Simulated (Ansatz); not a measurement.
# RbVS3 in I4/mcm, a phase reached by a soft mode: following an unstable mode, part 2 of 3

Aim: this structure of RbVS3 in I4/mcm, a phase reached by a soft mode is to be tested for unstable modes, and one is followed downhill.

Ansatz 0.2.0; DFT PBEsol, scalar-relativistic, plane waves, PAW; PAW set soft_1.

So far. Step 4 (The mode frozen in, largest atomic shift 0.22 Å): The run ends at a pressure of 1.80 GPa, with forces up to 0.33 eV/Å. Step 5 (Energy along the mode, all amplitudes (two of the runs …): The lowest of the steps tried is at 0.22 Å, 2.39 meV/atom below the parent; the bottom of the well need not coincide with a step.

The structure was built from a prototype and need not be the compound's stable phase.

### Step 6. Relaxation from the frozen mode

Starting from the lowest point found, all atoms and the cell are let go, so that strain and other modes of the same symmetry can join in.

The input, input.yaml:

```yaml
crystal:
  lattice:
    - [-3.2974602765, 3.2974602765, 4.637940288]
    - [3.2974602765, -3.2974602765, 4.637940288]
    - [3.2974602765, 3.2974602765, -4.637940288]
  atoms:
    - { symbol: Rb, position: [0.75, 0.7452254116, -0.0047745884] }
    - { symbol: Rb, position: [0.25, 0.2452254116, -0.0047745884] }
    - { symbol: V, position: [0.0158333065, 0.529362046, 0.5451953525] }
    - { symbol: V, position: [0.4841666935, 0.029362046, 0.5135287395] }
    - { symbol: S, position: [0.75, 0.2351872251, 0.4851872251] }
    - { symbol: S, position: [0.25, 0.7351872251, 0.4851872251] }
    - { symbol: S, position: [0.7398622672, 0.2306012513, 0.9704635185] }
    - { symbol: S, position: [0.2595463668, 0.7502853509, 0.0098317177] }
    - { symbol: S, position: [0.2404536332, 0.2502853509, 0.490738984] }
    - { symbol: S, position: [0.7601377328, 0.7306012513, 0.490738984] }
kpoints:
  mp_grid: { grid: [8, 8, 8] }
hamiltonian:
  xc: pbesol
  pseudopotentials: { kind: paw, azcp: { folder: soft_1 }, xc_functional: pbe }
scf:
  occupations: { method: methfessel_paxton, width: 0.2 }
output:
  forces: true
  stress: true
  eigenvalues: true
relax:
  adjacent_minimum: "off"
  f_tol: 0.002
  max_steps: 120
  cell: { stress_tol: 0.03 }
```

Run with:

```sh
> ansatz run input.yaml --threads 4 --pin off --max-ram 16384MiB --backend cpu --events-out ev --progress --plain --runs-dir out
```

Numbers of over 12 decimals in the logs are rounded to 6 here.

Output:

```text
[...]
Crystal: 10 atoms, lattice volume = 201.718 Å³
Basis set: ecut = 420 eV, 3839 PW (Γ), exchange–correlation on 90×90×90 points (8 copies of the dense FFT grid, shifted against one another)
Bands: 50, of which v1, the nominal top of the filled ones, is band 40 counted from 1 (39 counted from 0)
Symmetry: 4 space group operations
[...]
k-points: 95 of 512 (time reversal used)
[...]
SCF iter   1: F=—  HF=-17523.200790 eV  |F-HF|=—  |Δ(HF+E_count)|=         —  Δρ=4.18e-2  dr2=6.12e0  ethr=3.10e-3  ⟨swp⟩=9.0  Hψ=21123  notcnv=0
[...]
SCF iter  10: F=-17521.740029 eV  HF=-17521.740029 eV  |F-HF|=3.41e-9  |Δ(HF+E_count)|=   4.79e-8  S|Δr|=    0.00e0  Δρ=1.78e-6  dr2=7.94e-9  ethr=1.25e-10  ⟨swp⟩=4.1  Hψ=15662  notcnv=0
SCF 1 converged in 10 iterations: F = -17521.740029 eV  dr2 = 7.94e-9
[...]
relax step   1: F+E_penalty+E_count = -17521.74002950 eV  Δ(F+E_penalty+E_count) = +0.000e0 eV  max|allowed force component| = 2.577e-1 eV/Å  Δτ_max = 0.0000 Å  P = +1.803 GPa  Ω = 201.718 Å³  (10 SCF iters, dr2 threshold 1.00e-7 eV, accepted)
Crystal: 10 atoms, lattice volume = 205.614 Å³
Basis set: ecut = 420 eV, 3983 PW (Γ), exchange–correlation on 90×90×90 points (8 copies of the dense FFT grid, shifted against one another)
[...]
iter 1 solved again at ethr=8.40e-5 eV; its pass at ethr=3.10e-3 eV (dr2=6.72e-2 eV) is discarded
[...]
SCF iter   7: F=-17521.820087 eV  HF=-17521.820088 eV  |F-HF|=2.44e-8  |Δ(HF+E_count)|=   1.50e-7  S|Δr|=    0.00e0  Δρ=6.37e-6  dr2=1.74e-7  ethr=1.25e-9  ⟨swp⟩=7.1  Hψ=20693  notcnv=0
SCF 2 converged in 7 iterations: F = -17521.820087 eV  dr2 = 1.74e-7
relax step   2: F+E_penalty+E_count = -17521.82008748 eV  Δ(F+E_penalty+E_count) = -8.006e-2 eV  max|allowed force component| = 5.412e-1 eV/Å  Δτ_max = 0.0385 Å  P = +0.304 GPa  Ω = 205.614 Å³  energy of the carried Pulay correction = -1.085e-3 eV  (7 SCF iters, dr2 threshold 1.00e-6 eV, accepted)
Crystal: 10 atoms, lattice volume = 211.429 Å³
Basis set: ecut = 420 eV, 4119 PW (Γ), exchange–correlation on 90×90×90 points (8 copies of the dense FFT grid, shifted against one another)
[...]
SCF iter   7: F=-17521.939533 eV  HF=-17521.939534 eV  |F-HF|=3.61e-7  |Δ(HF+E_count)|=   1.38e-6  S|Δr|=    0.00e0  Δρ=1.36e-5  dr2=7.34e-7  ethr=1.25e-9  ⟨swp⟩=5.1  Hψ=22768  notcnv=0
SCF 3 converged in 7 iterations: F = -17521.939533 eV  dr2 = 7.34e-7
relax step   3: F+E_penalty+E_count = -17521.93953336 eV  Δ(F+E_penalty+E_count) = -1.194e-1 eV  max|allowed force component| = 9.422e-1 eV/Å  Δτ_max = 0.0730 Å  P = -0.989 GPa  Ω = 211.429 Å³  energy of the carried Pulay correction = -2.665e-3 eV  (7 SCF iters, dr2 threshold 1.00e-6 eV, accepted)
[... from here on, the SCF cycles and remarks between the steps are left out ...]
relax step   4: F+E_penalty+E_count = -17522.22276040 eV  Δ(F+E_penalty+E_count) = -2.832e-1 eV  max|allowed force component| = 7.263e-1 eV/Å  Δτ_max = 0.1509 Å  P = -1.675 GPa  Ω = 219.650 Å³  energy of the carried Pulay correction = -4.826e-3 eV  (8 SCF iters, dr2 threshold 1.00e-6 eV, accepted)
relax step   5: F+E_penalty+E_count = -17522.29943147 eV  Δ(F+E_penalty+E_count) = -7.667e-2 eV  max|allowed force component| = 9.962e-1 eV/Å  Δτ_max = 0.1100 Å  P = -0.699 GPa  Ω = 225.868 Å³  energy of the carried Pulay correction = -6.405e-3 eV  (7 SCF iters, dr2 threshold 1.00e-6 eV, accepted)
relax step   6: F+E_penalty+E_count = -17522.40009233 eV  Δ(F+E_penalty+E_count) = -1.007e-1 eV  max|allowed force component| = 6.665e-1 eV/Å  Δτ_max = 0.1046 Å  P = +1.649 GPa  Ω = 223.193 Å³  energy of the carried Pulay correction = -5.732e-3 eV  (8 SCF iters, dr2 threshold 1.00e-6 eV, accepted)
relax step   7: F+E_penalty+E_count = -17522.49590816 eV  Δ(F+E_penalty+E_count) = -9.582e-2 eV  max|allowed force component| = 9.472e-2 eV/Å  Δτ_max = 0.0461 Å  P = +0.306 GPa  Ω = 224.253 Å³  energy of the carried Pulay correction = -6.000e-3 eV  (6 SCF iters, dr2 threshold 1.00e-6 eV, accepted)
relax step   8: F+E_penalty+E_count = -17522.54613545 eV  Δ(F+E_penalty+E_count) = -5.023e-2 eV  max|allowed force component| = 1.371e-1 eV/Å  Δτ_max = 0.0272 Å  P = +0.158 GPa  Ω = 227.879 Å³  energy of the carried Pulay correction = -6.907e-3 eV  (6 SCF iters, dr2 threshold 1.00e-6 eV, accepted)
relax step   9: F+E_penalty+E_count = -17522.63412758 eV  Δ(F+E_penalty+E_count) = -8.799e-2 eV  max|allowed force component| = 1.168e-1 eV/Å  Δτ_max = 0.1130 Å  P = +0.040 GPa  Ω = 235.847 Å³  energy of the carried Pulay correction = -8.847e-3 eV  (6 SCF iters, dr2 threshold 1.00e-6 eV, accepted)
relax step  10: F+E_penalty+E_count = -17522.65345919 eV  Δ(F+E_penalty+E_count) = -1.933e-2 eV  max|allowed force component| = 5.836e-2 eV/Å  Δτ_max = 0.0520 Å  P = -0.187 GPa  Ω = 238.268 Å³  energy of the carried Pulay correction = -9.423e-3 eV  (6 SCF iters, dr2 threshold 8.52e-7 eV, accepted)
relax step  11: F+E_penalty+E_count = -17522.65963349 eV  Δ(F+E_penalty+E_count) = -6.174e-3 eV  max|allowed force component| = 3.489e-2 eV/Å  Δτ_max = 0.0477 Å  P = +0.138 GPa  Ω = 238.103 Å³  energy of the carried Pulay correction = -9.384e-3 eV  (6 SCF iters, dr2 threshold 2.84e-7 eV, accepted)
relax step  12: F+E_penalty+E_count = -17522.65990438 eV  Δ(F+E_penalty+E_count) = -2.709e-4 eV  max|allowed force component| = 2.281e-2 eV/Å  Δτ_max = 0.0139 Å  P = -0.119 GPa  Ω = 239.376 Å³  energy of the carried Pulay correction = -9.684e-3 eV  (6 SCF iters, dr2 threshold 7.61e-8 eV, accepted)
relax step  13: F+E_penalty+E_count = -17522.66034996 eV  Δ(F+E_penalty+E_count) = -4.456e-4 eV  max|allowed force component| = 2.555e-3 eV/Å  Δτ_max = 0.0039 Å  P = -0.002 GPa  Ω = 238.723 Å³  energy of the carried Pulay correction = -9.530e-3 eV  (6 SCF iters, dr2 threshold 6.18e-8 eV, accepted)
relax step  14: F+E_penalty+E_count = -17522.66039434 eV  Δ(F+E_penalty+E_count) = -4.438e-5 eV  max|allowed force component| = 2.114e-3 eV/Å  Δτ_max = 0.0017 Å  P = -0.002 GPa  Ω = 238.577 Å³  energy of the carried Pulay correction = -9.496e-3 eV  (7 SCF iters, dr2 threshold 4.08e-10 eV, accepted)
relax step  15: F+E_penalty+E_count = -17522.66039068 eV  Δ(F+E_penalty+E_count) = +3.661e-6 eV  max|allowed force component| = 5.960e-4 eV/Å  Δτ_max = 0.0003 Å  P = +0.000 GPa  Ω = 238.600 Å³  energy of the carried Pulay correction = -9.501e-3 eV  (6 SCF iters, dr2 threshold 2.79e-10 eV, accepted)
relax step  16: F+E_penalty+E_count = -17522.76816354 eV  Δ(F+E_penalty+E_count) = -1.078e-1 eV  max|allowed force component| = 2.900e-3 eV/Å  Δτ_max = 0.0000 Å  P = +0.559 GPa  Ω = 238.600 Å³  stress off target by 1.18e0 GPa  SCF on the basis re-selected at this cell (its energy is not comparable with the rows above)  (8 SCF iters)
relax step  17: F+E_penalty+E_count = -17522.81232684 eV  Δ(F+E_penalty+E_count) = -4.416e-2 eV  max|allowed force component| = 5.418e-2 eV/Å  Δτ_max = 0.0240 Å  P = +0.359 GPa  Ω = 245.142 Å³  energy of the carried Pulay correction = -1.535e-3 eV  (6 SCF iters, dr2 threshold 1.00e-6 eV, accepted)
relax step  18: F+E_penalty+E_count = -17522.83675417 eV  Δ(F+E_penalty+E_count) = -2.443e-2 eV  max|allowed force component| = 7.588e-2 eV/Å  Δτ_max = 0.0255 Å  P = +0.137 GPa  Ω = 249.751 Å³  energy of the carried Pulay correction = -2.789e-3 eV  (6 SCF iters, dr2 threshold 1.00e-6 eV, accepted)
relax step  19: F+E_penalty+E_count = -17522.85167757 eV  Δ(F+E_penalty+E_count) = -1.492e-2 eV  max|allowed force component| = 3.599e-2 eV/Å  Δτ_max = 0.0419 Å  P = +0.058 GPa  Ω = 249.515 Å³  energy of the carried Pulay correction = -2.704e-3 eV  (6 SCF iters, dr2 threshold 3.60e-7 eV, accepted)
relax step  20: F+E_penalty+E_count = -17522.85770762 eV  Δ(F+E_penalty+E_count) = -6.030e-3 eV  max|allowed force component| = 4.753e-2 eV/Å  Δτ_max = 0.0277 Å  P = -0.244 GPa  Ω = 251.029 Å³  energy of the carried Pulay correction = -3.157e-3 eV  (6 SCF iters, dr2 threshold 1.93e-7 eV, accepted)
relax step  21: F+E_penalty+E_count = -17522.85914504 eV  Δ(F+E_penalty+E_count) = -1.437e-3 eV  max|allowed force component| = 7.921e-2 eV/Å  Δτ_max = 0.0323 Å  P = +0.141 GPa  Ω = 249.469 Å³  energy of the carried Pulay correction = -2.651e-3 eV  (6 SCF iters, dr2 threshold 2.49e-7 eV, accepted)
relax step  22: F+E_penalty+E_count = -17522.86050541 eV  Δ(F+E_penalty+E_count) = -1.360e-3 eV  max|allowed force component| = 1.987e-2 eV/Å  Δτ_max = 0.0170 Å  P = +0.015 GPa  Ω = 249.084 Å³  energy of the carried Pulay correction = -2.545e-3 eV  (5 SCF iters, dr2 threshold 3.92e-7 eV, accepted)
relax step  23: F+E_penalty+E_count = -17522.86031111 eV  Δ(F+E_penalty+E_count) = +1.943e-4 eV  max|allowed force component| = 6.886e-3 eV/Å  Δτ_max = 0.0043 Å  P = -0.034 GPa  Ω = 250.090 Å³  energy of the carried Pulay correction = -2.849e-3 eV  (7 SCF iters, dr2 threshold 2.47e-8 eV, accepted)
relax step  24: F+E_penalty+E_count = -17522.86051282 eV  Δ(F+E_penalty+E_count) = -2.017e-4 eV  max|allowed force component| = 1.024e-3 eV/Å  Δτ_max = 0.0020 Å  P = +0.001 GPa  Ω = 249.688 Å³  energy of the carried Pulay correction = -2.726e-3 eV  (6 SCF iters, dr2 threshold 8.70e-9 eV, accepted)
relax step  25: F+E_penalty+E_count = -17522.87095809 eV  Δ(F+E_penalty+E_count) = -1.045e-2 eV  max|allowed force component| = 6.813e-4 eV/Å  Δτ_max = 0.0000 Å  P = +0.038 GPa  Ω = 249.688 Å³  stress off target by 1.38e-1 GPa  SCF on the basis re-selected at this cell (its energy is not comparable with the rows above)  (7 SCF iters)
relax step  26: F+E_penalty+E_count = -17522.87234072 eV  Δ(F+E_penalty+E_count) = -1.383e-3 eV  max|allowed force component| = 8.779e-3 eV/Å  Δτ_max = 0.0161 Å  P = +0.025 GPa  Ω = 250.296 Å³  energy of the carried Pulay correction = -1.280e-4 eV  (7 SCF iters, dr2 threshold 4.77e-8 eV, accepted)
relax step  27: F+E_penalty+E_count = -17522.87242523 eV  Δ(F+E_penalty+E_count) = -8.451e-5 eV  max|allowed force component| = 8.962e-3 eV/Å  Δτ_max = 0.0042 Å  P = -0.002 GPa  Ω = 250.622 Å³  energy of the carried Pulay correction = -1.971e-4 eV  (6 SCF iters, dr2 threshold 1.11e-8 eV, accepted)
relax step  28: F+E_penalty+E_count = -17522.87237432 eV  Δ(F+E_penalty+E_count) = +5.091e-5 eV  max|allowed force component| = 3.328e-2 eV/Å  Δτ_max = 0.0040 Å  P = -0.067 GPa  Ω = 250.635 Å³  energy of the carried Pulay correction = -1.980e-4 eV  (6 SCF iters, dr2 threshold 5.02e-9 eV, rejected (line search))
relax step  29: F+E_penalty+E_count = -17522.87255138 eV  Δ(F+E_penalty+E_count) = -1.262e-4 eV  max|allowed force component| = 1.846e-3 eV/Å  Δτ_max = 0.0028 Å  P = -0.003 GPa  Ω = 250.579 Å³  energy of the carried Pulay correction = -1.870e-4 eV  (8 SCF iters, accepted)
[...]
SCF iter   6: F=-17522.872780 eV  HF=-17522.872780 eV  |F-HF|=3.64e-12  |Δ(HF+E_count)|=  4.00e-11  S|Δr|=    0.00e0  Δρ=4.81e-8  dr2=7.92e-12  ethr=1.00e-12  ⟨swp⟩=5.8  Hψ=19307  notcnv=0
[...]
SCF 30 converged in 6 iterations: F = -17522.872780 eV  dr2 = 7.92e-12
relax step  30: F+E_penalty+E_count = -17522.87278017 eV  Δ(F+E_penalty+E_count) = -2.288e-4 eV  max|allowed force component| = 1.821e-3 eV/Å  Δτ_max = 0.0000 Å  P = -0.003 GPa  Ω = 250.579 Å³  stress off target by 2.32e-2 GPa  SCF on the basis re-selected at this cell (its energy is not comparable with the rows above)  (6 SCF iters)
[...]
SCF converged after 6 iterations
[...]
Free energy (F): -17522.872780 eV
[...]
Internal energy: -17522.873695 eV  (E = F + TS)
E sigma→0 (E₀):  -17522.873009 eV
Entropy (-TS):   0.000915 eV (0.092 meV/atom)
Fermi energy:    5.172280 eV
[...]
--- Forces (eV/Å), atoms counted from 1 ---
  atom   1  Rb    -0.00110268    -0.00000000    -0.00000000
  atom   2  Rb    -0.00110268    -0.00000000    -0.00000000
  atom   3  V     -0.00182083     0.00043160    -0.00000000
  atom   4  V     -0.00182083    -0.00043160    -0.00000000
  atom   5  S      0.00104042     0.00000000     0.00000000
  atom   6  S      0.00104042     0.00000000     0.00000000
  atom   7  S      0.00059176     0.00084177     0.00000000
  atom   8  S      0.00129081     0.00039954    -0.00000000
  atom   9  S      0.00129081    -0.00039954     0.00000000
  atom  10  S      0.00059176    -0.00084177     0.00000000
  max |Σ_I F_I| component: 1.05e-6 eV/Å
--- Stress (GPa, compression-positive) ---
        0.002634       0.000000       0.000000
        0.000000       0.010503       0.000000
        0.000000       0.000000      -0.023207
  P = ⅓ Tr σ = -0.0034 GPa (-0.034 kbar)
--- Band table (eV; the first three rows and the last of 95) ---
  k-point 0: bands = [... 36 lower, 4.0953, 4.3368, 4.7769, 4.8021, 5.7418, 6.3150, 6.4115, 6.5563, ... 6 higher]
  k-point 1: bands = [... 36 lower, 4.0101, 4.2466, 4.6939, 4.6945, 5.7664, 6.2799, 6.4137, 6.5994, ... 6 higher]
  k-point 2: bands = [... 36 lower, 4.0428, 4.0519, 4.4545, 4.5729, 5.8092, 6.2327, 6.4198, 6.5949, ... 6 higher]
  k-point 94: bands = [... 36 lower, 3.5671, 3.6235, 4.1616, 4.1966, 5.5493, 6.0085, 6.1642, 6.7693, ... 6 higher]
--- Relaxed structure (27 steps of the walk, 26 accepted, 3 SCFs on fresh bases) ---
  F+E_penalty+E_count = -17522.87278017 eV   max|allowed force component| = 1.821e-3 eV/Å   (the final SCF, on the basis selected at the relaxed cell)
  cell:  # Å, volume = 250.5793 Å³
    - [-4.584899, 3.539426, 3.860314]
    - [4.584899, -3.539426, 3.860314]
    - [4.584899, 3.539426, -3.860314]
  atoms:
    - { symbol: Rb, position: [0.750000, 0.733151, -0.016849] }
    - { symbol: Rb, position: [0.250000, 0.233151, -0.016849] }
    - { symbol: V, position: [1.2140087773765651e-5, 0.591887, 0.591899] }
    - { symbol: V, position: [0.499988, 0.091887, 0.591875] }
    - { symbol: S, position: [0.750000, 0.216664, 0.466664] }
    - { symbol: S, position: [0.25, 0.716664, 0.466664] }
    - { symbol: S, position: [0.737548, 0.224513, 0.962062] }
    - { symbol: S, position: [0.237635, 0.724446, -0.037918] }
    - { symbol: S, position: [0.262365, 0.224446, 0.486811] }
    - { symbol: S, position: [0.762452, 0.724513, 0.486965] }
```

Run time: 14 min. Hardware: 4 threads of Arm Neoverse V1, shared host; peak memory 0.99 GiB.

The steps of the relaxation (22 of 30):

| step | energy less that of the first step (eV) | largest force component (eV/Å) | pressure (GPa) | volume (Å³) |
| --- | --- | --- | --- | --- |
| 1 | 0.0000 | 0.2577 | 1.80 | 201.72 |
| 2 | -0.0801 | 0.5412 | 0.30 | 205.61 |
| 4 | -0.4827 | 0.7263 | -1.68 | 219.65 |
| 5 | -0.5594 | 0.9962 | -0.70 | 225.87 |
| 7 | -0.7559 | 0.0947 | 0.31 | 224.25 |
| 8 | -0.8061 | 0.1371 | 0.16 | 227.88 |
| 9 | -0.8941 | 0.1168 | 0.04 | 235.85 |
| 11 | -0.9196 | 0.0349 | 0.14 | 238.10 |
| 12 | -0.9199 | 0.0228 | -0.12 | 239.38 |
| 13 | -0.9203 | 0.0026 | 0.00 | 238.72 |
| 15 | -0.9204 | 0.0006 | 0.00 | 238.60 |
| 16* | -1.0281 | 0.0029 | 0.56 | 238.60 |
| 18 | -1.0967 | 0.0759 | 0.14 | 249.75 |
| 19 | -1.1116 | 0.0360 | 0.06 | 249.52 |
| 20 | -1.1177 | 0.0475 | -0.24 | 251.03 |
| 22 | -1.1205 | 0.0199 | 0.02 | 249.08 |
| 23 | -1.1203 | 0.0069 | -0.03 | 250.09 |
| 24 | -1.1205 | 0.0010 | 0.00 | 249.69 |
| 26 | -1.1323 | 0.0088 | 0.02 | 250.30 |
| 27 | -1.1324 | 0.0090 | 0.00 | 250.62 |
| 29 | -1.1325 | 0.0018 | 0.00 | 250.58 |
| 30* | -1.1328 | 0.0018 | 0.00 | 250.58 |

Relaxation steps marked * repeat the geometry before them on a plane-wave basis chosen anew for their cell, so energy and pressure can jump there. Other such steps can lie between the rows shown. Relaxation step 28 was tried and not accepted.

Forces are held to the 4 operations that the run works with; a distortion that breaks them can't arise in this run.

| cell as run | before | after | change |
| --- | --- | --- | --- |
| a (Å) | 6.577 | 6.961 | +5.8 % |
| b (Å) | 6.577 | 6.961 | +5.8 % |
| c (Å) | 6.577 | 6.961 | +5.8 % |
| α (°) | 119.82 | 97.60 | -18.5 % |
| β (°) | 119.82 | 118.87 | -0.8 % |
| γ (°) | 90.31 | 112.64 | +24.7 % |
| volume (Å³/atom) | 20.17 | 25.06 | +24.2 % |

The atoms that moved most (Å, as changes of fractional coordinates times the final cell):

| atom | dx | dy | dz | length |
| --- | --- | --- | --- | --- |
| V4 | 0.573 | 0.112 | 0.000 | 0.584 |
| V3 | 0.573 | -0.112 | 0.000 | 0.584 |
| S8 | -0.237 | -0.155 | 0.000 | 0.283 |
| S9 | -0.237 | 0.155 | 0.000 | 0.283 |
| S6 | -0.170 | 0.000 | 0.000 | 0.170 |
| S5 | -0.170 | 0.000 | 0.000 | 0.170 |
| Rb2 | -0.111 | 0.000 | 0.000 | 0.111 |
| Rb1 | -0.111 | 0.000 | 0.000 | 0.111 |

The relaxed structure:

```xyz
10
Lattice="-4.5849 3.5394 3.8603 4.5849 -3.5394 3.8603 4.5849 3.5394 -3.8603" Properties=species:S:1:pos:R:3 pbc="T T T"
Rb   -0.1545    0.0000    5.7905
Rb   -0.1545    0.0000    1.9302
V     5.4275    0.0001    0.0000
V     0.8426    3.5393    0.0000
S    -0.3057    3.5394    1.9302
S     4.2792    0.0000    1.9302
S     2.0587    5.2210    0.0000
S     2.0581   -1.8572    3.8603
S     2.0581    1.8572    0.0000
S     2.0587    1.8579    3.8603
```

This step gave:

| Item | Value |
| --- | --- |
| pressure | -0.003357 GPa |
| volume per atom | 25.06 Å³ |
| gap on the k-mesh | 0.7472 eV |

The distorted start has space group Ima2; the relaxation ends in Amm2.

### Step 7. The new phase in its own primitive cell

The relaxed structure is symmetrised, reduced to its primitive cell and relaxed tightly, as its phonons need.

System of this step: RbVS3 (model cell, started as cubic perovskite with V in the octahedra). It takes space group Amm2 (No. 38, orthorhombic). The conventional cell has a = 3.860 Å, b = 7.079 Å, c = 9.170 Å, α = 90.00°, β = 90.00°, γ = 90.00°. Nearest to Rb lie 10 S at 3.47 to 3.54 Å and 2 Rb at 3.86 Å. Nearest to V lie 4 S at 2.08 to 2.25 Å. S has 2 V at 2.25 Å and 2 Rb at 3.54 Å nearest. Nearest to S lie 1 V at 2.08 Å and 4 Rb at 3.47 to 3.49 Å. Farther neighbours and most contacts between anions are not listed.

input.yaml, the sections that differ from step 6:

```yaml
crystal:
  lattice:
    - [3.8603141631, 0.0, 0.0]
    - [0.0, 3.5394255376, 4.5848994478]
    - [0.0, -3.5394255376, 4.5848994478]
  atoms:
    - { symbol: Rb, position: [0.5, 0.0168486578, 0.0168486578] }
    - { symbol: V, position: [0.0, 0.408112856, 0.408112856] }
    - { symbol: S, position: [0.5, 0.5333364488, 0.5333364488] }
    - { symbol: S, position: [0.0, 0.5131122938, 0.0379284588] }
    - { symbol: S, position: [0.0, 0.0379284588, 0.5131122938] }
kpoints:
  mp_grid: { grid: [6, 4, 4] }
scf:
  occupations: { method: fixed }
relax:
  adjacent_minimum: "off"
  f_tol: 0.001
  max_steps: 60
  cell: { stress_tol: 0.01 }
# hamiltonian, output: as in step 6
```

Output:

```text
[...]
Crystal: 5 atoms, lattice volume = 125.290 Å³
Basis set: ecut = 420 eV, 2489 PW (Γ), exchange–correlation on 54×80×80 points (8 copies of the dense FFT grid, shifted against one another)
Bands: 25, of which v1, the nominal top of the filled ones, is band 20 counted from 1 (19 counted from 0)
Symmetry: 4 space group operations
[...]
k-points: 28 of 96 (time reversal used)
[...]
cell:  # Å, volume = 125.3294 Å³
    - [3.857085, 0.0, 0.0]
    - [0.0, 3.540226, 4.589154]
    - [0.0, -3.540226, 4.589154]
  atoms:
    - { symbol: Rb, position: [0.5, 0.016985, 0.016985] }
    - { symbol: V, position: [0, 0.407963, 0.407963] }
    - { symbol: S, position: [0.5, 0.533312, 0.533312] }
    - { symbol: S, position: [0, 0.513132, 0.037947] }
    - { symbol: S, position: [0, 0.037947, 0.513132] }
[key lines of the parts left out:]
SCF converged after 8 iterations
Free energy (F): -8761.435899 eV
Fermi energy:    4.799031 eV
P = ⅓ Tr σ = -0.0011 GPa (-0.011 kbar)
```

The job ended after 16 s (4 threads; peak memory 0.34 GiB; 62 s of CPU time).

Little changed from the start: no atom moved by 0.005 Å and no cell edge by 0.1 %.

Numbers from this step:

| Quantity | Value |
| --- | --- |
| pressure | -0.001098 GPa |
| gap on the k-mesh | 0.7492 eV |
| volume per atom | 25.07 Å³ |
| direct gap on mesh | 0.8870 eV |

The largest force component left is 0.54 meV/Å and the pressure is -0.001 GPa, within the tolerances set. The cell now holds 25.07 Å³/atom.

[end of part 2 of 3]

[Logs are printed without paths, hosts, clocks, repeated set-up lines and the standing remarks that a program may print on its own settings, such as how far it seeks lower states.]

[Hosts, paths, dates, database ids (printed as entryN), source tags and the programs' standing remarks are cut or masked in the printed files.]
